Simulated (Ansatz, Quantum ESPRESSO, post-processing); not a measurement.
# Ballistic transmission: vacuum gap of 7.0 Å between two Ag(111) faces, part 3 of 3

Aim: the zero-bias transmission with pwcond for this junction: vacuum gap of 7.0 Å between two Ag(111) faces.

Quantum ESPRESSO 7.5; plane-wave DFT, PBE, GBRV ultrasoft pseudopotentials; cross-check by Ansatz 0.2.0 with PAW datasets.

So far. Step 2 (Ground state): The run needed 15 iterations to bring the estimated error under 1e-07 Ry; the largest force on any atom, held or free, is 0.04 eV/Å. Step 3 (The open system): At no point does T exceed the number of channels.

### 4. Transmission with pwcond.x, with epsproj = 0.001

Level of this step: transmission by pwcond, lead and junction from one cell; plane-wave DFT, PBE, GBRV ultrasoft pseudopotentials (Quantum ESPRESSO).

How much does a setting matter? One run is repeated with a change.

cond.w.in reads:

```
&inputcond
  outdir = './out'
  prefixt = 'scf'
  tran_file = 'cond.w.dat'
  bdl = 2.4494897423
  bds = 16.2658623420
  ikind = 1
  ewind = 4.0
  epsproj = 0.001
  nz1 = 7
  energy0 = 0.4
  denergy = -0.4
/
19
  0.00000000 0.00000000 0.00694444
  0.00000000 0.08333333 0.04166667
  0.00000000 0.16666667 0.04166667
  0.00000000 0.25000000 0.04166667
  0.00000000 0.33333333 0.04166667
  0.00000000 0.41666667 0.04166667
  0.00000000 0.50000000 0.02083333
  0.08333333 0.16666667 0.04166667
  0.08333333 0.25000000 0.08333333
  0.08333333 0.33333333 0.08333333
  0.08333333 0.41666667 0.08333333
  0.08333333 0.50000000 0.08333333
  0.16666667 0.33333333 0.04166667
  0.16666667 0.41666667 0.08333333
  0.16666667 0.50000000 0.08333333
  0.16666667 0.58333333 0.04166667
  0.25000000 0.50000000 0.04166667
  0.25000000 0.58333333 0.08333333
  0.33333333 0.66666667 0.01388889
3
```

Started as:

```sh
$ OMP_NUM_THREADS=1 mpirun -n 4 pwcond.x -in cond.w.in > cond.w.out
```

Numbers of over 12 decimals in the logs are rounded to 6 here.

What it wrote:

```text
[banner, memory and clock lines left out]
Program PWCOND v.7.5 starts
[citation notice left out]

[...]
./out/scf.save/

[...]
negative rho (up, down):  1.444E-06 0.000E+00
     Reading collected, re-writing distributed wavefunctions

===== INPUT FILE containing all the regions =====

     GEOMETRY:

     lattice parameter (alat)  =       5.5454  a.u.
     the volume                =    2402.1694 (a.u.)^3
     the cross section         =      26.6314 (a.u.)^2
     l of the unit cell        =      16.2659 (alat)
     number of atoms/cell      =           18
     number of atomic types    =            1

     crystal axes: (cart. coord. in units of alat)
               a(1) = (  1.0000  0.0000  0.0000 )
               a(2) = (  0.5000  0.8660  0.0000 )
               a(3) = (  0.0000  0.0000 16.2659 )

   Cartesian axes

     site n.     atom                  positions (alat units)
          1        Ag     tau(  1)=(  0.0000  0.0000 16.2659  )
          2        Ag     tau(  2)=(  0.5000  0.2887  0.8165  )
          3        Ag     tau(  3)=(  1.0000  0.5774  1.6330  )
          4        Ag     tau(  4)=(  0.0000  0.0000  2.4495  )
          5        Ag     tau(  5)=(  0.5000  0.2887  3.2660  )
          6        Ag     tau(  6)=(  1.0000  0.5774  4.0825  )
          7        Ag     tau(  7)=(  0.0000  0.0000  4.8990  )
          8        Ag     tau(  8)=(  0.5000  0.2887  5.7155  )
          9        Ag     tau(  9)=(  1.0000  0.5774  6.5320  )
         10        Ag     tau( 10)=(  0.0000  0.0000  8.9174  )
         11        Ag     tau( 11)=(  0.5000  0.2887  9.7339  )
         12        Ag     tau( 12)=(  1.0000  0.5774 10.5504  )
         13        Ag     tau( 13)=(  0.0000  0.0000 11.3669  )
         14        Ag     tau( 14)=(  0.5000  0.2887 12.1834  )
         15        Ag     tau( 15)=(  1.0000  0.5774 12.9999  )
         16        Ag     tau( 16)=(  0.0000  0.0000 13.8164  )
         17        Ag     tau( 17)=(  0.5000  0.2887 14.6329  )
         18        Ag     tau( 18)=(  1.0000  0.5774 15.4494  )

     nr1s                      =           24
     nr2s                      =           24
     nr3s                      =          375
     nr1sx                     =           24
     nr2sx                     =           24
     nr3sx                     =          375
     nr1                       =           25
     nr2                       =           25
     nr3                       =          432
     nr1x                      =           25
     nr2x                      =           25
     nr3x                      =          432

 _______________________________
  Radii of nonlocal spheres:

     type       ibeta     ang. mom.          radius (alat units)
       Ag         1         0                    0.3125
       Ag         2         0                    0.3125
       Ag         3         1                    0.3125
       Ag         4         1                    0.3125
       Ag         5         2                    0.3125
       Ag         6         2                    0.3125
----- General information -----

--- T calc. with identical leads (ikind=1) ---

     nrx                       =           24
     nry                       =           24
     nz1                       =            7

     energy0               =         4.0E-01
     denergy               =        -4.0E-01
     nenergy               =          3
     ecut2d                =         4.0E+01
     ewind                 =         4.0E+00
     epsproj               =         1.0E-03

     number of k_|| points=   19
                       cryst. coord.
        k(    1) = (   0.0000000   0.0000000), wk =   0.0069444
        k(    2) = (   0.0000000   0.0833333), wk =   0.0416667
[...]
k(   19) = (   0.3333333   0.6666667), wk =   0.0138889
----- Information about left/right lead -----

     nocros                   =           18
     noins                    =           36
     norb                     =           72
     norbf                    =          288
     nrz                      =           56

      iorb      type   ibeta   ang. mom.   m       position (alat)
        1        1       1        0        1   taunew(   1)=(  0.0000  0.0000  0.0000)
        2        1       2        0        1   taunew(   2)=(  0.0000  0.0000  0.0000)
[...]
72        1       6        2        5   taunew(  72)=(  0.0000  0.0000  2.4495)
    k slab    z(k)  z(k+1)     crossing(iorb=1,norb)
    1   0.0000 0.0437 0.0437   111111111111111111000000000000000000000000000000000000000000000000000000
    2   0.0437 0.0875 0.0437   111111111111111111000000000000000000000000000000000000000000000000000000
[...]
56   2.4057 2.4495 0.0437   000000000000000000000000000000000000000000000000000000111111111111111111
----- Information about scattering region -----

     noins                    =          252
     norb                     =          288
     norbf                    =          288
     nrz                      =          319

      iorb      type   ibeta   ang. mom.   m       position (alat)
        1        1       1        0        1   taunew(   1)=(  0.0000  0.0000  0.0000)
        2        1       2        0        1   taunew(   2)=(  0.0000  0.0000  0.0000)
[...]
288        1       6        2        5   taunew( 288)=(  0.0000  0.0000 13.8164)
 ngper, shell number =           85          11
 ngper, n2d =           85          55
---  E-Ef =    0.4000000  k =    0.0000000   0.0000000
---  ie =          1  ik =          1
 Nchannels of the left tip =            0
 Right moving states:
   k1(2pi/a)   k2(2pi/a)   E-Ef (eV)
 Left moving states:
   k1(2pi/a)   k2(2pi/a)   E-Ef (eV)

 to transmit
          E-Ef(ev), T =    0.4000000   0.0000000
---  E-Ef =    0.0000000  k =    0.0000000   0.0000000
---  ie =          2  ik =          1
 Nchannels of the left tip =            0
 Right moving states:
   k1(2pi/a)   k2(2pi/a)   E-Ef (eV)
 Left moving states:
   k1(2pi/a)   k2(2pi/a)   E-Ef (eV)

 to transmit
          E-Ef(ev), T =    0.0000000   0.0000000
---  E-Ef =   -0.4000000  k =    0.0000000   0.0000000
---  ie =          3  ik =          1
 Nchannels of the left tip =            1
 Right moving states:
   k1(2pi/a)   k2(2pi/a)   E-Ef (eV)
   0.4930034  -0.0000034  -0.4000000
 Left moving states:
   k1(2pi/a)   k2(2pi/a)   E-Ef (eV)
  -0.4930034  -0.0000034  -0.4000000

 to transmit
 Band j to band i transmissions and reflections:
    j         i     |T_ij|^2    |R_ij|^2

    1 -->     1     0.00011     0.99989
   Total T_j, R_j =    0.00011  0.99989

E-Ef(ev), T(x2 spins) =   -0.4000000   0.0002213
 ngper, shell number =           85          47
 ngper, n2d =           85          58
[... further energies and points left out ...]
---  E-Ef =    0.4000000  k =    0.3333333   0.6666667
---  ie =          1  ik =         19
 Nchannels of the left tip =            0
 Right moving states:
   k1(2pi/a)   k2(2pi/a)   E-Ef (eV)
 Left moving states:
   k1(2pi/a)   k2(2pi/a)   E-Ef (eV)

 to transmit
          E-Ef(ev), T =    0.4000000   0.0000000
---  E-Ef =    0.0000000  k =    0.3333333   0.6666667
---  ie =          2  ik =         19
 Nchannels of the left tip =            0
 Right moving states:
   k1(2pi/a)   k2(2pi/a)   E-Ef (eV)
 Left moving states:
   k1(2pi/a)   k2(2pi/a)   E-Ef (eV)

 to transmit
          E-Ef(ev), T =    0.0000000   0.0000000
---  E-Ef =   -0.4000000  k =    0.3333333   0.6666667
---  ie =          3  ik =         19
 Nchannels of the left tip =            0
 Right moving states:
   k1(2pi/a)   k2(2pi/a)   E-Ef (eV)
 Left moving states:
   k1(2pi/a)   k2(2pi/a)   E-Ef (eV)

 to transmit
          E-Ef(ev), T =   -0.4000000   0.0000000
   T_tot     0.40000      0.39929E-02
   T_tot     0.00000      0.32843E-02
   T_tot    -0.40000      0.19583E-02

[...]
```

Run time: 82 s. Hardware: 4 MPI ranks of Arm Neoverse V1, shared host; peak memory 0.26 GiB; 5.5 min of CPU time.

The changed values were drawn from a wide range, not chosen for quality; the comparison shows what they did here together.

Beside the run it was changed from:

| quantity | this run | unchanged run | difference |
| --- | --- | --- | --- |
| transmission at the Fermi level, one spin | 0.001642 | 0.001637 | 5.3e-6 |
| lead channels at the Fermi level, one spin | 0.8542 | 0.8542 | 0 |
| wall time (s) | 82 | 142 |  |

Over all energies T moves by up to 5.3e-6, at 0 eV.

The physical values in this table move by up to 0.32 %.

### 5. The same in Ansatz

A second code with its own PAW datasets, on the same atoms.

Level of this step: plane-wave DFT, PBE, Ansatz PAW (Ansatz 0.2.0).

input.yaml reads:

```yaml
crystal:
  lattice:
    - [2.9344931419, 0.0, 0.0]
    - [1.467246571, 2.5413456081, 0.0]
    - [0.0, 0.0, 47.7320614913]
  atoms:
    - { symbol: Ag, position: [0.0, 0.0, 0.0] }
    - { symbol: Ag, position: [0.333333333, 0.333333333, 0.050196944] }
    - { symbol: Ag, position: [0.666666667, 0.666666667, 0.100393888] }
    - { symbol: Ag, position: [0.0, 0.0, 0.150590832] }
    - { symbol: Ag, position: [0.333333333, 0.333333333, 0.200787776] }
    - { symbol: Ag, position: [0.666666667, 0.666666667, 0.2509847199] }
    - { symbol: Ag, position: [0.0, 0.0, 0.3011816639] }
    - { symbol: Ag, position: [0.333333333, 0.333333333, 0.3513786079] }
    - { symbol: Ag, position: [0.666666667, 0.666666667, 0.4015755519] }
    - { symbol: Ag, position: [0.0, 0.0, 0.5482275041] }
    - { symbol: Ag, position: [0.333333333, 0.333333333, 0.5984244481] }
    - { symbol: Ag, position: [0.666666667, 0.666666667, 0.6486213921] }
    - { symbol: Ag, position: [0.0, 0.0, 0.6988183361] }
    - { symbol: Ag, position: [0.333333333, 0.333333333, 0.7490152801] }
    - { symbol: Ag, position: [0.666666667, 0.666666667, 0.799212224] }
    - { symbol: Ag, position: [0.0, 0.0, 0.849409168] }
    - { symbol: Ag, position: [0.333333333, 0.333333333, 0.899606112] }
    - { symbol: Ag, position: [0.666666667, 0.666666667, 0.949803056] }
kpoints:
  mp_grid: { grid: [9, 9, 1] }
hamiltonian:
  xc: pbe
scf:
  occupations: { method: fermi_dirac, width: 0.1 }
  convergence: { dr2_threshold: 1.0e-08 }
output:
  transmission: { leads: [[0, 3]], e_range: [-0.4, 0.4], de: 0.4, kmesh: [12, 12] }
  write_potential: true
  write_density: true
  volumetric_format: npy
  elf: true
```

Started as:

```sh
$ ansatz run input.yaml --threads 4 --pin off --max-ram 8192MiB --backend cpu --events-out ev --progress --plain --runs-dir out
```

What it wrote:

```text
Engine: ansatz 0.2.0, aarch64-unknown-linux-gnu
Pseudopotentials: kind: paw
Pseudopotential: Ag, paw, valence charge 19, recommended cutoff 420 eV (normal), Ag.paw.azcp
Functional definition: PBE
  parameter kappa = 0.804
  parameter beta = 0.066725
  exchange = pbe_x(kappa = kappa, mu = beta*pi^2/3)
  correlation = pbe_c(beta = beta)
Crystal: 18 atoms, lattice volume = 355.965 Å³
Basis set: ecut = 420 eV, 6879 PW (Γ)
Bands: 206, of which v1, the nominal top of the filled ones, is band 171 counted from 1 (170 counted from 0)
Symmetry: 12 space group operations
Space group: P-3m1 (ITA 164), of the structure as read, at distance tolerance 7.1e-5 Å
k-points: 12 of 81
Non-local potential: Ag, projectors of the file, l = 0: 3, l = 1: 2, l = 2: 2, l = 3: 1
PAW form: soft (Blöchl's): semilocal exchange-correlation on the pseudo side does not see the compensation charge
PAW one-centre angular grid: Ag, 590 points (default); XC on 64 Gauss nodes
Initial density: superposition of atomic densities (neutral atoms: chi_scale 0, normalization atom), corrected by the library's trained network
Initial wavefunctions: pseudopotential atomic-orbital guess
Functional: x = pbe(κ = 0.804, μ = 0.219515), c = pbe(β = 0.066725)
SCF iter   1: F=—  HF=-136629.507700 eV  |F-HF|=—  |Δ(HF+E_count)|=         —  Δρ=1.24e-3  dr2=4.08e-1  ethr=1.77e-3  ⟨swp⟩=4.9  Hψ=7435  notcnv=0  defer=183
preconditioner: auto → LDOS  [metal: Δε(μ)=0.074 eV  Ē_g=10.539 eV  σ=0.100 eV  W_gap=0.18  n_scr=142 (ndim 8)  ℏωp=27.7 eV  f_vac=0.091  D(μ)=3.74/eV (n_scr^D=20)  β→1.0]
SCF iter   2: F=—  HF=-136629.505570 eV  |F-HF|=—  |Δ(HF+E_count)|=   2.13e-3  Δρ=6.55e-4  dr2=3.99e-3  ethr=1.19e-4  ⟨swp⟩=1.7  Hψ=2986  notcnv=0  defer=203
SCF iter   3: F=—  HF=-136629.504641 eV  |F-HF|=—  |Δ(HF+E_count)|=   9.29e-4  Δρ=6.19e-4  dr2=3.15e-3  ethr=1.17e-6  ⟨swp⟩=3.2  Hψ=5074  notcnv=0  defer=203
SCF iter   4: F=—  HF=-136629.504042 eV  |F-HF|=—  |Δ(HF+E_count)|=   5.99e-4  Δρ=2.21e-4  dr2=4.88e-4  ethr=9.22e-7  ⟨swp⟩=2.5  Hψ=3311  notcnv=0  defer=203
SCF iter   5: F=—  HF=-136629.503941 eV  |F-HF|=—  |Δ(HF+E_count)|=   1.01e-4  Δρ=5.84e-5  dr2=2.19e-5  ethr=1.43e-7  ⟨swp⟩=2.1  Hψ=3372  notcnv=0  defer=203
SCF iter   6: F=—  HF=-136629.504161 eV  |F-HF|=—  |Δ(HF+E_count)|=   2.20e-4  Δρ=7.35e-6  dr2=4.32e-7  ethr=6.41e-9  ⟨swp⟩=2.0  Hψ=3407  notcnv=0  defer=203
SCF iter   7: F=—  HF=-136629.504161 eV  |F-HF|=—  |Δ(HF+E_count)|=   9.12e-8  Δρ=2.46e-6  dr2=2.91e-8  ethr=1.26e-10  ⟨swp⟩=2.0  Hψ=3433  notcnv=0  defer=203
SCF iter   8: F=-136629.504161 eV  HF=-136629.504161 eV  |F-HF|=1.22e-9  |Δ(HF+E_count)|=   1.92e-9  Δρ=7.12e-7  dr2=2.30e-9  ethr=2.92e-12  ⟨swp⟩=11.2  Hψ=10004  notcnv=0
SCF 1 converged in 8 iterations: F = -136629.504161 eV  dr2 = 2.30e-9
  greatest PAW one-centre occupation: 1.000 electrons in one spin orbital (limit 2), on the Ag atom at site 12 (counted from 0), in its partial waves of l = 0
transmission: 114 of 1121 steps passed
transmission: 228 of 1121 steps passed
[...]
transmission: 1121 of 1121 steps passed
WARN: The output density's exchange-correlation potential varies sharply where the density is thin. Do not read a vacuum level from v_tot or v_xc, or from such a field of the output density. On a cell that repeats whose density bears no net charge and no dipole along the vacuum's axis use v_es (v_loc + v_h of the components); under efield.dipole_correction with no amplitude use v_es + v_field, which holds any externa [...]
SCF converged after 8 iterations
Free energy (F): -136629.504161 eV
Harris-Foulkes:  -136629.504161 eV  (|F-HF|=1.22e-9)
Internal energy: -136629.379247 eV  (E = F + TS)
E sigma→0 (E₀):  -136629.441704 eV
Entropy (-TS):   -0.124913 eV (-6.940 meV/atom)
Fermi energy:    14.421769 eV
--- Per-component energies (eV) ---
  E_band       = -5198.226547
  E_kinetic    = 9485.030549
  E_local      = -148214.200317  (includes V_loc(G=0)·N_el)
  E_nonlocal   = 1441.823148
  E_hartree    = 71860.591892
  E_xc         = -3323.321094
  E_vxc        = -4222.098023  (∫ρ·V_xc dr)
  E_paw        = -70237.703871  (= ΣΔE_a)
  E_vpaw       = -7409.967253  (= ΣTr[D̂ρ^β])
  E_aug_tail   = 0.005891  (compensation charges beyond the density's cutoff)
  E_ewald      = 2358.394555
  E_smearing   = -0.124913  (= −TS)
  E_closure    = -0.000000  (closes the sum)
  Σ components = -136629.504161   (vs F -136629.504161, Δ=0.00e0)
--- Band table (eV; the first three rows and the last of 12) ---
  k-point 0: bands = [... 167 lower, 11.2920, 11.3450, 11.3450, 11.3770, 11.3770, 11.3863, 11.3863, 11.4828, ... 31 higher]
  k-point 1: bands = [... 167 lower, 11.3029, 11.3318, 11.3563, 11.3883, 11.3994, 11.5900, 11.9264, 12.3312, ... 31 higher]
  k-point 2: bands = [... 167 lower, 11.3800, 11.4144, 11.4299, 11.6940, 12.0624, 12.4806, 12.9433, 13.4436, ... 31 higher]
  k-point 11: bands = [... 167 lower, 17.4143, 17.5077, 17.5152, 17.5152, 17.6395, 17.6475, 17.6475, 17.7888, ... 31 higher]
--- Transmission ---
  basis      : 61 plane waves across, 59 finite elements along
  points     : 19, standing for a mesh of 12 x 12
  energies   : 3 from -0.400000 to 0.400000 eV about the Fermi level, 0.400000 eV apart; the leads are filled to 0.000000 eV, and channels, transmission and decay are at 0.000000 eV
  crystal 0  : Ag3, at the sites [0, 3], period 7.1880 Å, over 43.13 Å; its Hamiltonian steps by up to 2.6 meV
    offset         : up to 0.0000 Å between an atom of the period and one for which it stands
    channels       : 8.541667e-1 a spin
    conductance    : none, the energies end too early or step too widely for 300 K: set another output.transmission.e_range or a lower de, or, where they end at an eighth of basis.ecutwfc, a higher one
    slowest decay  : 0.0977 /Å at (0.0000, 0.0000)
  junction   : crystal 0 to crystal 0, -0.50 to 40.04 Å
    transmission   : 1.337539e-3 a spin
    conductance    : none, the energies end too early or step too widely for 300 K: set another output.transmission.e_range or a lower de, or, where they end at an eighth of basis.ecutwfc, a higher one
```

Wall time 34 s (4 threads); peak memory 1.9 GiB.

Read from the output:

```
free energy                                  : -136629.5042 eV
energy at zero smearing                      : -136629.4417 eV
smearing term TS                             : 0.1249 eV
Fermi energy                                 : 14.42 eV
symmetry operations                          : 12
transmission at the Fermi level, one spin    : 0.001338
step of the lead's Hamiltonian over a period : 2.6 meV
```

Per spin; mean over the k mesh across the current. Transmission, zone mean against energy, zero at the Fermi level:

| energy (eV) | transmission, zone mean |
| --- | --- |
| -0.400 | 8.0e-4 |
| 0.000 | 0.00134 |
| 0.400 | 0.00160 |

Per spin; mean over the k mesh across the current. Table of open channels, zone mean by energy, zero at the Fermi level:

| energy (eV) | open channels, zone mean |
| --- | --- |
| -0.400 | 0.840 |
| 0.000 | 0.854 |
| 0.400 | 0.812 |

Electrostatic potential energy in the ca plane at fractional y = 0.000, with atoms of Ag within 0.2 Å of it. With pseudopotentials it is smooth inside the atoms' cores, unlike the true potential.

Ten even steps from '0' (-16 eV) to '9' (19 eV), each cell a mean:
```
99999999999999999999999998400005899999999999
98888999888999999999999999731147888889998888
87557898656899999999999999876678986568987557
86436887534799999999999999998899974357886436
86446888545799999999999999987889975457886446
88778998777899999999999999853368987778998778
99889999988999999999999998510026898889999889
99999999999999999999999998400005899999999999
```
Columns run along c (16.0 Å, from fractional 0.33 to 0.67 of the cell; values clipped at the 3rd and 97th percentile), rows up along a (2.9 Å). Atoms in or near the plane, at fractional coordinates: Ag at (0.55, 0.00).

Valence density in the ca plane at fractional y = 0.000, with atoms of Ag within 0.2 Å of it. It is the smooth field of the valence electrons, not physical close to the nuclei.

Ten steps, logarithmic in the rise over the least value, from '0' (0 e/Å³) to '9' (18 e/Å³), each cell a mean:
```
11111001111000000000000001479973111111001111
11221111122100000000000001257642111211111221
12332111233210000000000000123321123332112332
13443112344210000000000000011111123432113443
12342112343210000000000000112211123432112343
12222111222100000000000000235531112221112222
11111101111100000000000001368863111111011111
11111000111000000000000001489974111110001111
```
Columns run along c (16.0 Å, from fractional 0.33 to 0.67 of the cell), rows up along a (2.9 Å). Atoms in or near the plane, at fractional coordinates: Ag at (0.55, 0.00).

Ansatz finds T = 0.00134 against pwcond's 0.00164.

### 6. All levels side by side

All levels:

| step | T at the Fermi level (per spin) | conductance (G0) | r.m.s. T(E) from the first | CPU time of the step (s) | peak memory (GiB) |
| --- | --- | --- | --- | --- | --- |
| Ansatz | 0.001338 | - | 0 | 132.3 | 1.934 |
| pwcond | 0.001637 | 0.001637 | 3.04e-4 | 568.7 | 0.31 |
| pwcond, changed setting | 0.001642 | 0.001642 | 3.05e-4 | 327.5 | 0.26 |

Per spin; mean over the k mesh across the current. The transmission, zone mean by energy, zero at the Fermi level:

| energy (eV) | Ansatz | pwcond | pwcond, changed setting |
| --- | --- | --- | --- |
| -0.400 | 8.0e-4 | 9.8e-4 | 9.8e-4 |
| 0.000 | 0.00134 | 0.00164 | 0.00164 |
| 0.400 | 0.00160 | 0.00200 | 0.00200 |

### 7. By hand

The Landauer sum over the mesh, Σ w T = 0.0417 × 0.0136 + 0.0417 × 0.00851 + 0.0417 × 0.00605 + … = 0.001637.

G = 0.00164 × 77.48 µS = 0.127 µS a cell. Times the area of 7.458 Å², the resistance-area product is A/G = 588 fΩ m², the leads' contact resistance included.

Free electrons at 1 an atom (3 atoms in 53.6 Å³) have k_F = 1.183 1/Å and offer A k_F²/4π = 0.83 channels per spin; the lead has 0.85 on this mesh.

### 8. Summary of results

| Item | Value |
| --- | --- |
| conductance from T at the Fermi level, a cell (G₀ = 2e²/h) | 0.00164 G₀ |
| conductance per area | 1.70 S/μm² |
| lead channels per spin | 0.85 |
| the same conductance by Ansatz | 0.00134 G₀ |

**Reading.** The junction conducts 0.00164 G₀ a cell at the Fermi level (PBE, GBRV ultrasoft). At the Fermi level the junction passes 0.19 % of what the leads offer, the tunnelling regime. At the Fermi level pwcond and Ansatz differ by 22 %; unlike potentials, short leads and band edges at slightly different energies can each add to that; the cause was not traced. Points with over 2.5 times the mean carry 72 % of T, so the mean leans on few points, and the mesh was not tested. Over -0.4 to 0.4 eV, T lies between 9.8e-4 and 0.0020 per spin. The geometry is as built, not relaxed, and the leads are short. Semilocal functionals lack the image potential in a vacuum gap.

[Logs are printed without paths, hosts, clocks, repeated set-up lines and the standing remarks that a program may print on its own settings, such as how far it seeks lower states.]

[Hosts, paths, dates, database ids (printed as entryN), source tags and the programs' standing remarks are cut or masked in the printed files.]

[Maps of the electrostatic potential energy from Ansatz leave out the sawtooth potential of an applied field or a dipole correction, so their vacuum need not be flat; planar profiles and work functions include it.]
